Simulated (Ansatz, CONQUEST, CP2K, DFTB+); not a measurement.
**CONQUEST on H-capped Sn nanowire along [110] (56 atoms): settings against a plane-wave reference**

Aim: run H-capped Sn nanowire along [110] (56 atoms) in CONQUEST and see how near its forces come to a plane-wave reference, and at what cost.

Program: CONQUEST 1.3. Level of theory: the method is named at each step. Results are calculated unless marked as measured.

## (1) The starting structure

The cell holds 56 atoms: 24 Sn and 32 H. Its edges and angles: a = 16.841 Å, b = 17.381 Å, c = 18.354 Å, α = 90.0°, β = 90.0°, γ = 90.0°. It derives from Sn (diamond-structure). Round section of size parameter 4.53 Å cut from diamond-structure Sn (a = 6.489 Å) along [110], 4 periods, broken bonds capped with H, 10 Å of vacuum. Then every atom was moved at random, 0.03 Å r.m.s. a Cartesian component (hydrogen 0.6 of that). Regions: wire, 24 atoms (24 Sn); hydrogen, 32 atoms (32 H). Vacuum lies along a and b. The structure's axis is c.

The yardstick, on the same geometry:

```
method                                           : Kohn-Sham DFT, PBE, PAW, plane waves (Ansatz 0.2.0); cutoff 420 eV, Γ point, fermi-dirac smearing of 0.05 eV; PAW set soft_2
r.m.s. force component                           : 0.4556 eV/Å
longest force                                    : 2.209 eV/Å
gap (highest filled to lowest empty level) : 1.716 eV
SCF cycles                                       : 8
time                                             : 22 s on 4 threads of Intel Xeon 6975P-C (Granite Rapids), shared host
CPU time                                         : 82 s
```

## (2) PBE, grid 80 Ha

Method: Kohn-Sham DFT, PBE, norm-conserving pseudopotentials, pseudo-atomic orbitals (double zeta with polarisation), diagonalisation.

The .ion files beside the input carry potential, basis and functional.

Conquest_input

```
IO.Title cell
IO.Coordinates coords.dat
IO.FractionalAtomicCoords T
IO.Iprint 1
General.NumberOfSpecies 2
AtomMove.TypeOfRun static
AtomMove.CalcStress F
Grid.GridCutoff 80
DM.SolutionMethod diagon
SC.MaxIters 100
SC.LinearMixingFactor 0.1
SC.KerkerPreCondition T
minE.SCTolerance 1e-06
Diag.kT 0.001837
Diag.MPMesh T
Diag.GammaCentred T
Diag.MPMeshX 1
Diag.MPMeshY 1
Diag.MPMeshZ 1
%block ChemicalSpeciesLabel
1 118.710 Sn
2 1.008 H
%endblock
```

coords.dat

```
31.825426 0.000000 0.000000
0.000000 32.845009 0.000000
0.000000 0.000000 34.683391
56
0.35504 0.36943 0.12644 1 T T T
0.44838 0.36960 0.00244 1 T T T
0.35721 0.36591 0.37749 1 T T T
0.45317 0.36668 0.25204 1 T T T
0.35504 0.36472 0.62081 1 T T T
0.45005 0.37054 0.49965 1 T T T
0.35702 0.36762 0.87754 1 T T T
0.45175 0.37036 0.75306 1 T T T
0.35724 0.63425 0.12421 1 T T T
0.45302 0.62923 0.00005 1 T T T
0.35683 0.63066 0.37371 1 T T T
0.45459 0.63289 0.25119 1 T T T
0.35265 0.62888 0.62373 1 T T T
0.45058 0.63051 0.50081 1 T T T
0.35704 0.63374 0.87388 1 T T T
0.45182 0.63388 0.74810 1 T T T
0.54729 0.49934 0.00026 1 T T T
0.64674 0.49918 0.12178 1 T T T
0.55023 0.50165 0.24974 1 T T T
0.64233 0.50172 0.37287 1 T T T
0.54819 0.49649 0.50106 1 T T T
0.64565 0.50033 0.62471 1 T T T
0.54806 0.50535 0.74951 1 T T T
0.64682 0.49939 0.87766 1 T T T
0.29539 0.44820 0.12604 2 T T T
0.29576 0.28845 0.12555 2 T T T
0.51169 0.28793 0.00124 2 T T T
0.29719 0.28827 0.37490 2 T T T
0.29647 0.44927 0.37462 2 T T T
0.50866 0.28623 0.25142 2 T T T
0.29615 0.28824 0.62555 2 T T T
0.29416 0.44937 0.62388 2 T T T
0.51038 0.28742 0.49872 2 T T T
0.29737 0.28639 0.87306 2 T T T
0.29670 0.44659 0.87234 2 T T T
0.51137 0.28707 0.74964 2 T T T
0.29800 0.55046 0.12301 2 T T T
0.29765 0.71401 0.12401 2 T T T
0.50977 0.71148 0.00087 2 T T T
0.29454 0.55024 0.37478 2 T T T
0.29800 0.71113 0.37606 2 T T T
0.50884 0.71224 0.24961 2 T T T
0.29710 0.55258 0.62293 2 T T T
0.29539 0.71383 0.62552 2 T T T
0.51218 0.71496 0.49911 2 T T T
0.29805 0.71275 0.87320 2 T T T
0.29972 0.55024 0.87415 2 T T T
0.51157 0.71170 0.75104 2 T T T
0.70235 0.58043 0.12404 2 T T T
0.70477 0.42069 0.12610 2 T T T
0.70130 0.58160 0.37416 2 T T T
0.70289 0.42027 0.37546 2 T T T
0.70062 0.57931 0.62243 2 T T T
0.70164 0.42123 0.62829 2 T T T
0.70383 0.58098 0.87293 2 T T T
0.70101 0.42136 0.87417 2 T T T
```

The run is started by

```bash
$ OMP_NUM_THREADS=1 Conquest > output.txt
```

Numbers of over 12 decimals in the logs are rounded to 6 here.

Conquest_out:

```text
      Simulation cell dimensions:    31.8254 a0 x    32.8450 a0 x    34.6834 a0
        This calculation includes non-local pseudopotentials,
         with a maximum core radius of      7.58370955
    Job title: cell
    Job to be run: static calculation
    Ground state search:
      Support functions represented with PAO basis
      1:1 PAO to SF mapping
      Non-spin-polarised electrons
      Solving for the K matrix using diagonalisation
      Using Fermi-Dirac smearing
    Integration grid size:    144 x  144 x  144
    Integration grid spacing:  0.221 a0 x 0.228 a0 x 0.241 a0
    Number of species:  2
    --------------------------------------------------------
    |   #  mass (au)  Charge (e)  SF Rad (a0)  NSF  Label  |
    --------------------------------------------------------
    |   1    118.710      14.000        7.948   18  Sn     |
    |   2      1.008       1.000        6.985    5  H      |
    --------------------------------------------------------
          SCF tolerance:                 0.00000100
          SCF iterations:               100
    The calculation will be performed on     1 process
    The calculation will be performed on     1 thread
    Using the default matrix multiplication kernel
    The functional used will be GGA PBE96
    set_atom_dens: In set_atomic_density, electrons :     368.000000000000
    PulayMixSC: Starting Pulay mixing, A_up =  0.100 A_dn =  0.100
    PulayMixSC: Spin non-polarised calculation.
    PulayMixSC: with Kerker preconditioning, q0 =  0.100
          Harris-Foulkes Energy            :     -1909.532921 Ha
    PulayMixSC: Pulay iteration     1 residual:              0.12918E-02
          Harris-Foulkes Energy            :     -1909.438212 Ha
    PulayMixSC: Pulay iteration     2 residual:              0.11250E-02
          Harris-Foulkes Energy            :     -1909.144037 Ha
    PulayMixSC: Pulay iteration     3 residual:              0.21753E-03
          Harris-Foulkes Energy            :     -1909.147586 Ha
    PulayMixSC: Pulay iteration     4 residual:              0.16590E-03
          Harris-Foulkes Energy            :     -1909.141795 Ha
    PulayMixSC: Pulay iteration     5 residual:              0.25797E-04
          Harris-Foulkes Energy            :     -1909.141848 Ha
    PulayMixSC: Pulay iteration     6 residual:              0.14069E-04
          Harris-Foulkes Energy            :     -1909.141805 Ha
    PulayMixSC: Pulay iteration     7 residual:              0.81457E-05
          Harris-Foulkes Energy            :     -1909.141813 Ha
    PulayMixSC: Pulay iteration     8 residual:              0.30197E-05
          Harris-Foulkes Energy            :     -1909.141819 Ha
    PulayMixSC: Pulay iteration     9 residual:              0.28895E-05
          Harris-Foulkes Energy            :     -1909.141857 Ha
    PulayMixSC: Pulay iteration    10 residual:              0.22394E-05
          Harris-Foulkes Energy            :     -1909.141865 Ha
    PulayMixSC: Pulay iteration    11 residual:              0.20880E-05
          Harris-Foulkes Energy            :     -1909.141876 Ha
    PulayMixSC: Pulay iteration    12 residual:              0.19624E-05
          Harris-Foulkes Energy            :     -1909.141913 Ha
    PulayMixSC: Pulay iteration    13 residual:              0.15266E-05
          Harris-Foulkes Energy            :     -1909.141919 Ha
    PulayMixSC: Pulay iteration    14 residual:              0.14543E-05
          Harris-Foulkes Energy            :     -1909.141972 Ha
    PulayMixSC: Pulay iteration    15 residual:              0.11408E-05
          Harris-Foulkes Energy            :     -1909.141984 Ha
    PulayMixSC: Pulay iteration    16 residual:              0.10834E-05
          Harris-Foulkes Energy            :     -1909.142049 Ha
    PulayMixSC: Pulay iteration    17 residual:              0.71529E-06
    PulayMixSC: Reached SCF tolerance of  0.71529E-06 after     17 iterations
      | Number of electrons      =       368.000484
      |* Harris-Foulkes energy   =     -1909.142049 Ha
      |* DFT total energy        =     -1909.142160 Ha
    force: Forces on atoms (Ha/a0)
    force:  Atom   X              Y              Z
    force:     1   0.0056432721  -0.0108509094   0.0077165448
    force:     2   0.0100865988  -0.0071570247  -0.0002434525
    force:     3  -0.0026631140   0.0147504416  -0.0101282554
    force:     4  -0.0101172147   0.0182494326  -0.0017314247
    force:     5   0.0062995776   0.0248329750   0.0198591593
    force:     6   0.0076428840  -0.0134073251   0.0009319413
    force:     7  -0.0016798326  -0.0085887872  -0.0054569909
    force:     8   0.0005683797  -0.0009018201  -0.0134895051
    force:     9   0.0022337098  -0.0088048236   0.0048089770
    force:    10  -0.0079529037   0.0043406712  -0.0029055884
    force:    11   0.0004691124  -0.0011378244   0.0040710080
    force:    12  -0.0186325390  -0.0188405317  -0.0066314086
    force:    13   0.0189749392   0.0399731623   0.0033924795
    force:    14   0.0080130022   0.0051196352  -0.0028424545
    force:    15   0.0073768151  -0.0081883845   0.0010399604
    force:    16  -0.0137494440  -0.0082441809  -0.0005358866
    force:    17   0.0052938210  -0.0037606771  -0.0017355914
    force:    18  -0.0167518005   0.0041394879   0.0077056352
    force:    19  -0.0021978608  -0.0070869759  -0.0111092415
    force:    20   0.0012646947  -0.0091599092   0.0102086661
    force:    21   0.0051663114   0.0129261820  -0.0035293672
    force:    22  -0.0237558749  -0.0040891388   0.0025289719
    force:    23   0.0071051685  -0.0111381286   0.0056828043
    force:    24  -0.0250408835   0.0212196923  -0.0085011597
[...]
force:    49   0.0071682098   0.0078726309  -0.0004238395
    force:    50   0.0092848538  -0.0110649270  -0.0005529859
    force:    51   0.0050715787   0.0058326213   0.0010405407
    force:    52  -0.0000912788   0.0022054392  -0.0010609848
    force:    53   0.0137974702   0.0174191808  -0.0010107823
    force:    54   0.0116420521  -0.0140039841   0.0003610117
    force:    55   0.0044376568   0.0032423260   0.0023274914
    force:    56   0.0178009803  -0.0231949849  -0.0003195340
    force: Maximum force :        0.03997316(Ha/a0) on atom        13 in y direction
    force: Force Residual:        0.01625760 Ha/a0
    get_E_and_F: Change in energy during last step of electronic optimisation: -0.65108E-04
```

Wall time 3.9 min (1 thread of Intel Xeon 6975P-C (Granite Rapids), shared host); peak memory 3.9 GiB.

Banners, paths, timers and routine set-up lines are dropped from the logs unmarked, and long logs keep their key lines alone; longer cuts are marked.

Compared with the plane-wave run:

- r.m.s. force component: 0.4827 eV/Å
- r.m.s. difference of force components: 46.29 meV/Å
- longest difference of force vectors: 134.3 meV/Å
- force difference over r.m.s. force: 10.16 %
- slope of forces against the reference's: 1.056
- correlation of force components: 0.9968
- gap (highest filled to lowest empty level): 1.826 eV
- gap difference: 0.1106 eV

Length of the force difference by element (eV/Å):

```
element  atoms   mean  most
      H     32  0.081  0.13
     Sn     24  0.070  0.11
```

Levels nearest the highest filled one (eV from it): -1.58, -1.54, -1.49, -1.39, -1.31, -1.25, -1.17, -1.09, -1.01, -0.93, -0.38, 0.00, 1.83, 1.94, 2.01, 2.48, 2.73, 2.74, 2.77, 3.02, 3.04, 3.10, 3.14, 3.19.

The surroundings of Sn13, which bears the longest force, nearest first, numbered as they follow in the input and with coordinates relative to it.

```
atom      x      y      z  distance (Å)     Fx     Fy  Fz (eV/Å)
Sn13   0.00   0.00   0.00          0.00   0.98   2.06       0.17
 H43  -0.94  -1.33  -0.01          1.62  -1.01  -1.24       0.05
 H44  -0.96   1.48   0.03          1.76   0.11  -0.29      -0.03
Sn14   1.65   0.03  -2.26          2.79   0.41   0.26      -0.15
Sn16   1.67   0.09   2.28          2.83  -0.71  -0.42      -0.03
 H32  -0.99  -3.12   0.00          3.27   0.32  -0.67      -0.07
 H45   2.69   1.50  -2.29          3.83  -0.36  -0.50       0.06
 H48   2.68   1.44   2.34          3.83   0.37   0.60      -0.08
Sn23   3.29  -2.15   2.31          4.56   0.37  -0.57       0.29
Sn11   0.07   0.03  -4.59          4.59   0.02  -0.06       0.21
 Sn5   0.04  -4.59  -0.05          4.59   0.32   1.28       1.02
Sn15   0.07   0.08   4.59          4.59   0.38  -0.42       0.05
Sn21   3.29  -2.30  -2.25          4.61   0.27   0.66      -0.18
```

Forces lie 10 % from the reference's, at 2.9 times its CPU time (on 1 against 4 cores).

## (3) PBEsol, grid 80 Ha

Method: Kohn-Sham DFT, PBEsol, norm-conserving pseudopotentials, pseudo-atomic orbitals (double zeta with polarisation), diagonalisation.

The pseudopotential files are exchanged too: the .ion files are now those for PBEsol.

Conquest_input is that of step 2.

coords.dat is that of step 2.

The run is started by

```bash
$ OMP_NUM_THREADS=1 Conquest > output.txt
```

Conquest_out:

```text
      Simulation cell dimensions:    31.8254 a0 x    32.8450 a0 x    34.6834 a0
        This calculation includes non-local pseudopotentials,
         with a maximum core radius of      7.49378415
    Job title: cell
    Job to be run: static calculation
    Ground state search:
      Support functions represented with PAO basis
      1:1 PAO to SF mapping
      Non-spin-polarised electrons
      Solving for the K matrix using diagonalisation
      Using Fermi-Dirac smearing
    Integration grid size:    144 x  144 x  144
[... lines left out ...]
    PulayMixSC: Pulay iteration     2 residual:              0.10855E-02
          Harris-Foulkes Energy            :     -1904.581579 Ha
    PulayMixSC: Pulay iteration     3 residual:              0.20660E-03
[...]
Harris-Foulkes Energy            :     -1904.576794 Ha
    PulayMixSC: Pulay iteration    14 residual:              0.16085E-05
          Harris-Foulkes Energy            :     -1904.576948 Ha
    PulayMixSC: Pulay iteration    15 residual:              0.88689E-06
    PulayMixSC: Reached SCF tolerance of  0.88689E-06 after     15 iterations
      | Number of electrons      =       368.000507
      |* Harris-Foulkes energy   =     -1904.576948 Ha
      |* DFT total energy        =     -1904.577126 Ha
    force: Forces on atoms (Ha/a0)
    force:  Atom   X              Y              Z
    force:     1   0.0086370211  -0.0100187021   0.0068623584
    force:     2   0.0089014580  -0.0046736706  -0.0006012041
    force:     3   0.0004994789   0.0151203369  -0.0100197202
[...]
force:    55   0.0033075521   0.0019535900   0.0022372904
    force:    56   0.0165027875  -0.0218832954  -0.0003862031
    force: Maximum force :        0.03922408(Ha/a0) on atom        13 in y direction
    force: Force Residual:        0.01623291 Ha/a0
    get_E_and_F: Change in energy during last step of electronic optimisation: -0.15389E-03
```

The job ended after 3.9 min (1 thread; peak memory 3.9 GiB).

Against the reference:

```
r.m.s. force component                           : 0.4819 eV/Å
r.m.s. difference of force components            : 76.25 meV/Å
longest difference of force vectors              : 239.6 meV/Å
force difference over r.m.s. force               : 16.74 %
slope of forces against the reference's          : 1.045
correlation of force components                  : 0.9883
gap (highest filled to lowest empty level) : 1.819 eV
gap difference                                   : 0.1032 eV
```

Against the first run (10 %), the force difference from the reference is 17 %, at 0.99 times the CPU time; the model has changed, so this is no error of the program alone.

The difference per atom is largest on Sn (0.19 eV/Å on average, against 0.035 on H).

## (4) PBE, grid 80 Ha, multi-site 5 bohr

Method: Kohn-Sham DFT, PBE, norm-conserving pseudopotentials, pseudo-atomic orbitals (double zeta with polarisation), contracted to multi-site support functions, diagonalisation.

The pseudopotential files are exchanged too: the .ion files are now those for PBE.

Changes to Conquest_input since step 3:

```diff
@@ -23 +23,14 @@
 %endblock
+Basis.MultisiteSF T
+Multisite.LFD T
+Multisite.LFD.NonSCF T
+%block Sn
+Atom.NumberOfSupports 9
+Atom.MultisiteRange 5.0
+Atom.LFDRange 5.0
+%endblock
+%block H
+Atom.NumberOfSupports 1
+Atom.MultisiteRange 5.0
+Atom.LFDRange 5.0
+%endblock
```

coords.dat is that of step 3.

The run is started by

```bash
$ OMP_NUM_THREADS=1 Conquest > output.txt
```

Conquest_out:

```text
      Simulation cell dimensions:    31.8254 a0 x    32.8450 a0 x    34.6834 a0
        This calculation includes non-local pseudopotentials,
         with a maximum core radius of      7.58370955
    Job title: cell
    Job to be run: static calculation
    Ground state search:
      Support functions represented with PAO basis
      Multi-site SFs used with local filter diagonalisation
      Non-spin-polarised electrons
      Solving for the K matrix using diagonalisation
      Using Fermi-Dirac smearing
    Integration grid size:    144 x  144 x  144
    Integration grid spacing:  0.221 a0 x 0.228 a0 x 0.241 a0
    Number of species:  2
    --------------------------------------------------------
    |   #  mass (au)  Charge (e)  SF Rad (a0)  NSF  Label  |
    --------------------------------------------------------
    |   1    118.710      14.000       12.584    9  Sn     |
    |   2      1.008       1.000       11.727    1  H      |
    --------------------------------------------------------
          PAOs are contracted to multi-site support functions
          SCF tolerance:                 0.00000100
          SCF iterations:               100
    The calculation will be performed on     1 process
    The calculation will be performed on     1 thread
    Using the default matrix multiplication kernel
    The functional used will be GGA PBE96
    set_atom_dens: In set_atomic_density, electrons :     368.000000000000
    PulayMixSC: Starting Pulay mixing, A_up =  0.100 A_dn =  0.100
    PulayMixSC: Spin non-polarised calculation.
    PulayMixSC: with Kerker preconditioning, q0 =  0.100
          Harris-Foulkes Energy            :     -1908.421228 Ha
    PulayMixSC: Pulay iteration     1 residual:              0.13502E-02
          Harris-Foulkes Energy            :     -1908.314006 Ha
    PulayMixSC: Pulay iteration     2 residual:              0.11787E-02
          Harris-Foulkes Energy            :     -1907.980007 Ha
    PulayMixSC: Pulay iteration     3 residual:              0.23582E-03
[...]
Harris-Foulkes Energy            :     -1907.982252 Ha
    PulayMixSC: Pulay iteration    14 residual:              0.13948E-05
          Harris-Foulkes Energy            :     -1907.982461 Ha
    PulayMixSC: Pulay iteration    15 residual:              0.88672E-06
    PulayMixSC: Reached SCF tolerance of  0.88672E-06 after     15 iterations
      | Number of electrons      =       368.000447
      |* Harris-Foulkes energy   =     -1907.982461 Ha
      |* DFT total energy        =     -1907.982625 Ha
    force: Forces on atoms (Ha/a0)
    force:  Atom   X              Y              Z
    force:     1  -0.0011599841  -0.0091980172   0.0108801957
    force:     2   0.0158851238  -0.0095793177  -0.0001492509
    force:     3  -0.0112764019   0.0155503844  -0.0139310016
[...]
force:    55   0.0038548658   0.0039572070   0.0026032989
    force:    56   0.0171323855  -0.0235775245  -0.0001475065
    force: Maximum force :        0.03806442(Ha/a0) on atom        13 in y direction
    force: Force Residual:        0.01683699 Ha/a0
    get_E_and_F: Change in energy during last step of electronic optimisation: -0.20895E-03
```

Wall time 3.5 min (1 thread); peak memory 3.9 GiB.

Numbers from this run, and their distance from the reference:

```
r.m.s. force component                           : 0.4999 eV/Å
r.m.s. difference of force components            : 135.3 meV/Å
longest difference of force vectors              : 506.1 meV/Å
force difference over r.m.s. force               : 29.69 %
slope of forces against the reference's          : 1.058
correlation of force components                  : 0.9641
gap (highest filled to lowest empty level) : 2.192 eV
gap difference                                   : 0.4766 eV
```

This is a coarse setting, run to see what it loses.

Against the first run (10 %), the force difference from the reference is 30 %, at 0.89 times the CPU time.

The difference per atom is largest on Sn (0.32 eV/Å on average, against 0.10 on H).

[end of part 1 of 2]

[Also dropped from logs without a mark: logging warnings of Python, and SIESTA's first energy breakdown and zero terms.]

[Logs are printed without paths, hosts, clocks, repeated set-up lines and the standing remarks that a program may print on its own settings, such as how far it seeks lower states.]

[Hosts, paths, dates, database ids (printed as entryN), source tags and the programs' standing remarks are cut or masked in the printed files.]
